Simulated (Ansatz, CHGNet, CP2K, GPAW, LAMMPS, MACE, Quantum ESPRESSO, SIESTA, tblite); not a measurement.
# Running glassy 69SiO2-10CaO-10Na2O-10BaO (mol %) (81 atoms) with CP2K

Wanted: CP2K inputs and outputs for glassy 69SiO2-10CaO-10Na2O-10BaO (mol %) (81 atoms), checked against a plane-wave reference.

Calculated with CP2K 2026.2; the method is named at each step.

## 1. Set-up

The cell holds 81 atoms: 20 Si, 3 Ca, 6 Na, 3 Ba and 49 O. Cell: a = 10.453 Å, b = 10.453 Å, c = 10.453 Å, α = 90.0°, β = 90.0°, γ = 90.0°. 81 atoms (20 Si, 3 Ca, 6 Na, 3 Ba, 49 O) placed at random at 2.8 g/cm³, melted at 4000 K for 10 ps at fixed volume with the Morse and Coulomb pair potential with partial charges (Pedone, Malavasi, Menziani, Cormack and Segre, J. Phys. Chem. B 110, 11780 (2006)). Quenched from 4000 K to 300 K at 8 K/ps and fixed volume, held 10 ps at zero pressure.

The yardstick, on the same geometry:

- method: Kohn-Sham DFT, PBE, SSSP efficiency 1.3.0 pseudopotentials, plane waves (Quantum ESPRESSO 7.5); sssp-pbe-1.3.0-efficiency, cutoffs 60/480 Ry, Γ point
- r.m.s. force component: 1.324 eV/Å
- longest force: 5.525 eV/Å
- pressure: 5.761 GPa
- gap (highest filled to lowest empty level): 2.945 eV
- time: 4.1 min on 4 MPI ranks of Arm Neoverse V2, shared host
- CPU time: 16 min

## 2. PBE, DZVP-MOLOPT-SR, 800/50 Ry, OT CG

Method: Kohn-Sham DFT, PBE, GTH-PBE pseudopotentials, Gaussian and plane waves, DZVP-MOLOPT-SR-GTH, orbital transformation.

Input file input.inp:

```
&GLOBAL
  PROJECT cell
  RUN_TYPE ENERGY_FORCE
  PRINT_LEVEL LOW
&END GLOBAL
&FORCE_EVAL
  METHOD QS
  STRESS_TENSOR ANALYTICAL
  &DFT
    BASIS_SET_FILE_NAME BASIS_MOLOPT
    POTENTIAL_FILE_NAME GTH_POTENTIALS
    &MGRID
      CUTOFF 800
      REL_CUTOFF 50
      NGRIDS 5
    &END MGRID
    &QS
      EPS_DEFAULT 1.0E-12
    &END QS
    &SCF
      SCF_GUESS ATOMIC
      EPS_SCF 1.0E-06
      MAX_SCF 30
      &OT
        MINIMIZER CG
        PRECONDITIONER FULL_ALL
        ENERGY_GAP 0.001
      &END OT
      &OUTER_SCF
        EPS_SCF 1.0E-06
        MAX_SCF 8
      &END OUTER_SCF
      &PRINT
        &RESTART OFF
        &END RESTART
      &END PRINT
    &END SCF
    &XC
      &XC_FUNCTIONAL PBE
      &END XC_FUNCTIONAL
    &END XC
    &PRINT
      &MULLIKEN ON
      &END MULLIKEN
      &LOWDIN ON
      &END LOWDIN
      &MO_CUBES
        NHOMO 1
        NLUMO 4
        WRITE_CUBE F
      &END MO_CUBES
    &END PRINT
  &END DFT
  &SUBSYS
    &CELL
      A 10.45342 0.00000 0.00000
      B 0.00000 10.45342 0.00000
      C 0.00000 0.00000 10.45342
    &END CELL
    &COORD
      Si 9.66565 7.84027 6.91441
      Si 7.35618 0.19004 1.28932
      Si 3.89359 9.83510 7.65797
      Si 3.93592 2.13260 0.90349
      Si 10.45300 0.24273 0.62741
      Si 1.17841 4.73927 8.87694
      Si 7.65880 3.34185 0.95314
      Si 6.75019 5.46379 9.42167
      Si 1.23998 0.87861 3.48381
      Si 9.50613 6.88734 9.82998
      Si 3.98077 10.03466 2.31292
      Si 5.25880 4.17395 2.86601
      Si 1.22148 10.13919 6.32317
      Si 3.08909 4.63013 6.59214
      Si 2.37387 8.88164 10.33582
      Si 0.00272 1.78158 8.49121
      Si 9.11653 5.12333 5.53383
      Si 4.84756 2.40930 8.31246
      Si 1.30898 4.04286 4.07035
      Si 7.77369 2.59119 7.00327
      Ca 0.84767 3.35461 1.18155
      Ca 4.27942 6.82535 8.37685
      Ca 3.25864 5.85412 1.22054
      Na 5.98103 4.90840 5.80740
      Na 9.64663 5.90461 2.61074
      Na 7.97042 2.72489 3.74107
      Na 8.87506 10.37241 4.67540
      Na 3.90425 7.23460 4.50417
      Na 6.36373 7.51423 6.31763
      Ba 7.43332 9.95720 8.66850
      Ba 5.36574 0.61560 5.04179
      Ba 7.02700 7.31656 2.26975
      O 5.39156 5.77844 10.26369
      O 3.19383 9.46191 9.00196
      O 1.32800 2.46648 3.55280
      O 7.90456 6.56088 9.77782
      O 8.27660 4.00512 6.45509
      O 8.11948 5.80217 4.47511
      O 7.61594 1.61673 5.84628
      O 7.42266 4.09868 9.98281
      O 2.46868 1.66931 0.70487
      O 8.88656 1.85527 8.07934
      O 1.51188 4.97917 2.83904
      O 2.49105 7.36161 10.03403
      O 0.75944 0.32040 4.92607
      O 0.53971 3.36224 8.22747
      O 6.33446 2.66071 7.79647
      O 4.11792 3.44649 1.91559
      O 7.53660 0.22004 2.81511
      O 2.83957 9.93159 6.45478
      O 4.84359 5.65509 2.91473
      O 0.30022 0.52706 2.24236
      O 6.27937 5.71948 7.94000
      O 6.42812 9.62425 0.58163
      O 9.71457 6.33111 6.41924
      O 7.42674 1.77144 0.82812
[... 21 atom lines left out ...]
      O 5.39396 3.36255 4.25057
      O 2.07668 5.40578 7.65995
      O 2.29829 4.08656 5.31776
      O 0.02666 1.53393 10.06288
    &END COORD
    &KIND Si
      BASIS_SET DZVP-MOLOPT-SR-GTH-q4
      POTENTIAL GTH-PBE-q4
    &END KIND
    &KIND Ca
      BASIS_SET DZVP-MOLOPT-SR-GTH-q10
      POTENTIAL GTH-PBE-q10
    &END KIND
    &KIND Na
      BASIS_SET DZVP-MOLOPT-SR-GTH-q9
      POTENTIAL GTH-PBE-q9
    &END KIND
    &KIND Ba
      BASIS_SET DZVP-MOLOPT-SR-GTH-q10
      POTENTIAL GTH-PBE-q10
    &END KIND
    &KIND O
      BASIS_SET DZVP-MOLOPT-SR-GTH-q6
      POTENTIAL GTH-PBE-q6
    &END KIND
  &END SUBSYS
  &PRINT
    &FORCES ON
    &END FORCES
    &STRESS_TENSOR ON
    &END STRESS_TENSOR
  &END PRINT
&END FORCE_EVAL
```

Command:

```sh
OMP_NUM_THREADS=1 mpirun -np 4 cp2k.psmp -i input.inp > output.txt
```

The log of the run:

```text
CP2K| version string:                                       CP2K version 2026.2
 CP2K| Input file name                                                 input.inp
 GLOBAL| Basis set file name                                        BASIS_MOLOPT
 GLOBAL| Potential file name                                      GTH_POTENTIALS
 GLOBAL| Run type                                                   ENERGY_FORCE
 GLOBAL| Total number of message passing processes                             4
 GLOBAL| Number of threads for this process                                    1
 TOTAL NUMBERS AND MAXIMUM NUMBERS
  Total number of            - Atomic kinds:                                   5
                             - Atoms:                                         81
                             - Shell sets:                                    81
                             - Shells:                                       411
                             - Primitive Cartesian functions:                403
                             - Cartesian basis functions:                   1110
                             - Spherical basis functions:                   1035
  Maximum angular momentum of- Orbital basis functions:                        2
                             - Local part of the GTH pseudopotential:          2
                             - Non-local part of the GTH pseudopotential:      3
 SCF PARAMETERS         Density guess:                                    ATOMIC
                        max_scf:                                              30
                        eps_scf:                                        1.00E-06
                        Outer loop SCF in use
                        eps_scf                                         1.00E-06
                        max_scf                                                8
 Extrapolation method: initial_guess
 Number of electrons:                                                        488
[... lines left out ...]
  Step     Update method      Time    Convergence         Total energy    Change
[... lines left out ...]
  Exchange-correlation energy:                               -271.749362
  Total energy:                                             -1341.947056
  outer SCF iter =    1 RMS gradient =   0.15E-03 energy =      -1341.9470561876
  ----------------------------------- OT ---------------------------------------
  Minimizer      : CG                  : conjugate gradient
  Preconditioner : FULL_ALL            : diagonalization, state selective
  Precond_solver : DEFAULT
  Line search    : 2PNT                : 2 energies, one gradient
  stepsize       :    0.15000000                  energy_gap     :    0.00100000
  eps_taylor     :   0.10000E-15                  max_taylor     :             4
  ----------------------------------- OT ---------------------------------------
  Step     Update method      Time    Convergence         Total energy    Change
[...]
- OT LS       0.12E+00    1.2                    -1341.9518004452
     5 OT CG       0.12E+00    2.9     0.00000117     -1341.9518004497 -2.63E-07
     - OT LS       0.12E+00    1.2                    -1341.9518004698
     6 OT CG       0.12E+00    2.9     0.00000038     -1341.9518004698 -2.01E-08
  *** SCF run converged in     6 steps ***
  Electronic density on regular grids:       -488.0000000117       -0.0000000117
  Core density on regular grids:              487.9999999997       -0.0000000003
  Total charge density on r-space grids:       -0.0000000120
  Total charge density g-space grids:          -0.0000000120
  Overlap energy of the core charge distribution:               1.55139e-06
  Self energy of the core charge distribution:              -3375.315256
  Core Hamiltonian energy:                                    925.985032
  Hartree energy:                                            1379.130492
  Exchange-correlation energy:                               -271.752071
  Total energy:                                             -1341.951800
  outer SCF iter =    2 RMS gradient =   0.38E-06 energy =      -1341.9518004698
  outer SCF loop converged in   2 iterations or   70 steps
 !-----------------------------------------------------------------------------!
                     Mulliken Population Analysis
 #  Atom  Element  Kind  Atomic population                           Net charge
       1     Si       1          3.214407                              0.785593
       2     Si       1          3.398297                              0.601703
       3     Si       1          3.374065                              0.625935
[...]
# Total charge                            488.000000                 -0.000000
 !-----------------------------------------------------------------------------!
 LOWDIN POPULATION ANALYSIS
 #  Atom  Element  Kind  Atomic population                           Net charge
[...]
80     O        5          6.478827                             -0.478827
      81     O        5          6.499200                             -0.499200
 # Total charge                            488.000000                 -0.000000
  Eigenvalues of the occupied subspace spin            1
      -1.77926690     -1.77453486     -1.76800666     -1.74832524
      -1.74322488     -1.71930161     -1.33422825     -1.32308142
      -1.31840885     -0.86277058     -0.85931958     -0.85170041
[...]
0.12685858      0.12988650      0.13810965      0.13932022
 Fermi Energy [eV] :    3.791096
  Using OT eigensolver for additional unoccupied orbitals spin            1
  Lowest Eigenvalues of the unoccupied subspace spin            1
 WARNING : did not converge in ot_eigensolver
 number of iterations          299  exceeded maximum
 current gradient / target gradient   2.299550E-005  /    1.000000E-005
       0.24280417      0.27422572      0.29355523      0.30017700
 HOMO - LUMO gap [eV] :    2.815942
 ENERGY| Total FORCE_EVAL ( QS ) energy [hartree]          -1341.951800
 FORCES| Atomic forces [hartree/bohr]
 FORCES|   Atom     x               y               z               |f|
 FORCES|      1  1.66709691E-02  1.46307119E-03  3.51895752E-02   3.89662417E-02
 FORCES|      2  3.60669558E-02  3.21705032E-02 -3.39690685E-03   4.84489995E-02
 FORCES|      3 -2.38310857E-02  2.15866405E-02  4.44180499E-02   5.48349054E-02
[...]
FORCES|     80  6.38339511E-03 -1.90550451E-02 -3.72191875E-03   2.04375917E-02
 FORCES|     81 -7.40773902E-04 -4.63335352E-03  2.78611851E-02   2.82535368E-02
 FORCES| Sum    -5.76336289E-03  2.49266611E-02  5.34205318E-03
 FORCES| Total atomic force                                       2.61360349E-02
 STRESS| Analytical stress tensor [bar]
 STRESS|                        x                   y                   z
 STRESS|      x        6.22359194320E+04   7.20030398145E+03   1.83072321596E+04
 STRESS|      y        7.20030398145E+03   5.31389927524E+04   1.11576266363E+04
 STRESS|      z        1.83072321596E+04   1.11576266363E+04   5.59692565240E+04
 STRESS| 1/3 Trace                                             5.71147229028E+04
```

Run time: 2.6 min. Hardware: 4 MPI ranks of Arm Neoverse V2, shared host; peak memory 4 GiB; 11 min of CPU time.

Banners and routine set-up lines are dropped from the logs; longer cuts are marked.

The solver for the empty levels stopped short of its threshold, so the gap is rough; its iterations count in the time.

Numbers from this run, and their distance from the reference:

```yaml
r_m_s_force_component: 1.279 eV/Å
r_m_s_difference_of_force_components: 146.9 meV/Å
longest_difference_of_force_vectors: 745.2 meV/Å
force_difference_over_r_m_s_force: 11.09 %
slope_of_forces_against_the_reference_s: 0.9607
correlation_of_force_components: 0.9942
spacing_of_highest_filled_and_lowest_empty_level: 2.816 eV
gap_difference: -0.1294 eV
pressure: 5.712 GPa
pressure_difference: -0.0492 GPa
```

Length of the force difference by element (eV/Å):

```csv
element,atoms,mean,most
Ba,3,0.15,0.24
Ca,3,0.097,0.17
Na,6,0.46,0.75
O,49,0.16,0.42
Si,20,0.28,0.51
```

The surroundings of Ca22, one of the 3 Ca atoms, nearest first, numbered as they follow in the input and with coordinates relative to it.

```csv
atom,x,y,z,distance (Å),Mulliken charge (e),Fx,Fy,Fz (eV/Å)
Ca22,0.00,0.00,0.00,0.00,1.19,-0.90,-1.00,1.29
O77,0.75,1.98,-0.94,2.31,-0.76,2.22,-1.03,-1.63
O53,2.00,-1.11,-0.44,2.33,-0.73,-0.07,0.26,-2.33
O72,-0.33,-0.98,-2.19,2.42,-0.77,2.59,2.22,-0.73
O33,1.11,-1.05,1.89,2.43,-0.70,-0.82,0.97,0.92
O44,-1.79,0.54,1.66,2.50,-0.66,-0.04,-2.25,0.32
O79,-2.20,-1.42,-0.72,2.72,-0.55,-0.48,0.04,-0.09
O34,-1.09,2.64,0.63,2.92,-0.44,-1.17,0.24,1.30
Si8,2.47,-1.36,1.04,3.01,0.70,-1.11,0.48,1.31
Na29,2.08,0.69,-2.06,3.01,0.73,1.34,-0.90,0.26
Si14,-1.19,-2.20,-1.78,3.07,0.77,-1.35,-0.55,1.77
Si3,-0.39,3.01,-0.72,3.12,0.63,-1.23,1.11,2.28
```

Forces lie 11 % from the reference's, at 0.64 times its CPU time; the SCF took 70 steps, which the time reflects.

The forces add up to 1.3 eV/Å instead of zero, usually a sign of too coarse a grid.

## 3. PBE, SZV-MOLOPT-SR, 800/50 Ry, OT CG

Method: Kohn-Sham DFT, PBE, GTH-PBE pseudopotentials, Gaussian and plane waves, SZV-MOLOPT-SR-GTH, orbital transformation.

input.inp, as its differences from that of step 2:

```diff
@@ -59,7 +59,8 @@
     &END CELL
-    &COORD
-[... 81 atom lines left out: the same atoms as in the first run ...]
-    &END COORD
+    &TOPOLOGY
+      COORD_FILE_NAME structure.xyz
+      COORD_FILE_FORMAT XYZ
+    &END TOPOLOGY
     &KIND Si
-      BASIS_SET DZVP-MOLOPT-SR-GTH-q4
+      BASIS_SET SZV-MOLOPT-SR-GTH-q4
       POTENTIAL GTH-PBE-q4
@@ -67,3 +68,3 @@
     &KIND Ca
-      BASIS_SET DZVP-MOLOPT-SR-GTH-q10
+      BASIS_SET SZV-MOLOPT-SR-GTH-q10
       POTENTIAL GTH-PBE-q10
@@ -71,3 +72,3 @@
     &KIND Na
-      BASIS_SET DZVP-MOLOPT-SR-GTH-q9
+      BASIS_SET SZV-MOLOPT-SR-GTH-q9
       POTENTIAL GTH-PBE-q9
@@ -75,3 +76,3 @@
     &KIND Ba
-      BASIS_SET DZVP-MOLOPT-SR-GTH-q10
+      BASIS_SET SZV-MOLOPT-SR-GTH-q10
       POTENTIAL GTH-PBE-q10
@@ -79,3 +80,3 @@
     &KIND O
-      BASIS_SET DZVP-MOLOPT-SR-GTH-q6
+      BASIS_SET SZV-MOLOPT-SR-GTH-q6
       POTENTIAL GTH-PBE-q6
```

Input file structure.xyz:

```xyz
81

Si 9.66565 7.84027 6.91441
Si 7.35618 0.19004 1.28932
Si 3.89359 9.83510 7.65797
Si 3.93592 2.13260 0.90349
Si 10.45300 0.24273 0.62741
Si 1.17841 4.73927 8.87694
Si 7.65880 3.34185 0.95314
Si 6.75019 5.46379 9.42167
Si 1.23998 0.87861 3.48381
Si 9.50613 6.88734 9.82998
Si 3.98077 10.03466 2.31292
Si 5.25880 4.17395 2.86601
Si 1.22148 10.13919 6.32317
Si 3.08909 4.63013 6.59214
Si 2.37387 8.88164 10.33582
Si 0.00272 1.78158 8.49121
Si 9.11653 5.12333 5.53383
Si 4.84756 2.40930 8.31246
Si 1.30898 4.04286 4.07035
Si 7.77369 2.59119 7.00327
[... 57 atom lines left out ...]
O 5.39396 3.36255 4.25057
O 2.07668 5.40578 7.65995
O 2.29829 4.08656 5.31776
O 0.02666 1.53393 10.06288
```

Command:

```sh
OMP_NUM_THREADS=2 cp2k.psmp -i input.inp > output.txt
```

The log of the run:

```text
CP2K| version string:                                       CP2K version 2026.2
 CP2K| Input file name                                                 input.inp
 GLOBAL| Basis set file name                                        BASIS_MOLOPT
 GLOBAL| Potential file name                                      GTH_POTENTIALS
[... lines left out ...]
  Total energy:                                             -1335.351621
[... lines left out ...]
  Step     Update method      Time    Convergence         Total energy    Change
[... lines left out ...]
  *** SCF run converged in     7 steps ***
[... lines left out ...]
  Total energy:                                             -1335.359990
[... lines left out ...]
  outer SCF loop converged in   2 iterations or   72 steps
[... lines left out ...]
 Fermi Energy [eV] :    6.633156
[... lines left out ...]
 OT| Eigensolver reached convergence in 61 iterations
[... lines left out ...]
 ENERGY| Total FORCE_EVAL ( QS ) energy [hartree]          -1335.359990
[... lines left out ...]
 FORCES|      1  6.10944650E-02 -1.55396531E-02  4.06596026E-02   7.50147835E-02
 FORCES|      2  2.47030768E-02  4.95078668E-02 -1.34789465E-02   5.69469303E-02
 FORCES|      3 -3.29356573E-02  3.53737349E-02  4.52036586E-02   6.61772574E-02
[...]
FORCES|     80  1.44092730E-02 -3.38745848E-02 -1.49720124E-03   3.68423161E-02
 FORCES|     81 -4.82443123E-04  2.01839248E-02  5.07978045E-02   5.46629721E-02
 FORCES| Sum    -7.01283758E-03  2.70305603E-02  5.98588928E-03
 FORCES| Total atomic force                                       2.85597961E-02
 STRESS| Analytical stress tensor [bar]
 STRESS|                        x                   y                   z
 STRESS|      x        2.55013609299E+05   1.92131394022E+03   3.04621356755E+04
 STRESS|      y        1.92131394022E+03   2.50890691054E+05   4.84103578109E+03
 STRESS|      z        3.04621356755E+04   4.84103578109E+03   2.75114461488E+05
 STRESS| 1/3 Trace                                             2.60339587280E+05
```

It took 4 min on 2 threads; peak memory 2.2 GiB; 7.2 min of CPU time.

Compared with the plane-wave run:

```yaml
r_m_s_force_component: 2.243 eV/Å
r_m_s_difference_of_force_components: 1115 meV/Å
longest_difference_of_force_vectors: 4350 meV/Å
force_difference_over_r_m_s_force: 84.21 %
slope_of_forces_against_the_reference_s: 1.58
correlation_of_force_components: 0.9329
spacing_of_highest_filled_and_lowest_empty_level: 1.414 eV
gap_difference: -1.532 eV
pressure: 26.03 GPa
pressure_difference: 20.27 GPa
```

This is a coarse setting, run to see what it loses.

Against the first run (11 %), the force difference from the reference is 84 %, at 0.68 times the CPU time (on 2 against 4 cores), with 336 basis functions against 1035: the smaller basis costs accuracy.

The forces add up to 1.5 eV/Å instead of zero, usually a sign of too coarse a grid.

(Part 1 of 4 ends here.)

[Long decimals in the printed logs are rounded to 6 places.]

[Also dropped from logs without a mark: lines with file paths, logging warnings of Python, QE's lines on negative density and diagonalisation, SIESTA's first energy breakdown, zero terms and Voronoi charges.]

[Logs are printed without paths, hosts, clocks, repeated set-up lines and the standing remarks that a program may print on its own settings, such as how far it seeks lower states.]

[Hosts, paths, dates, database ids (printed as entryN), source tags and the programs' standing remarks are cut or masked in the printed files.]

[Most failed runs of this program on this cell are left out, timed-out ones always.]
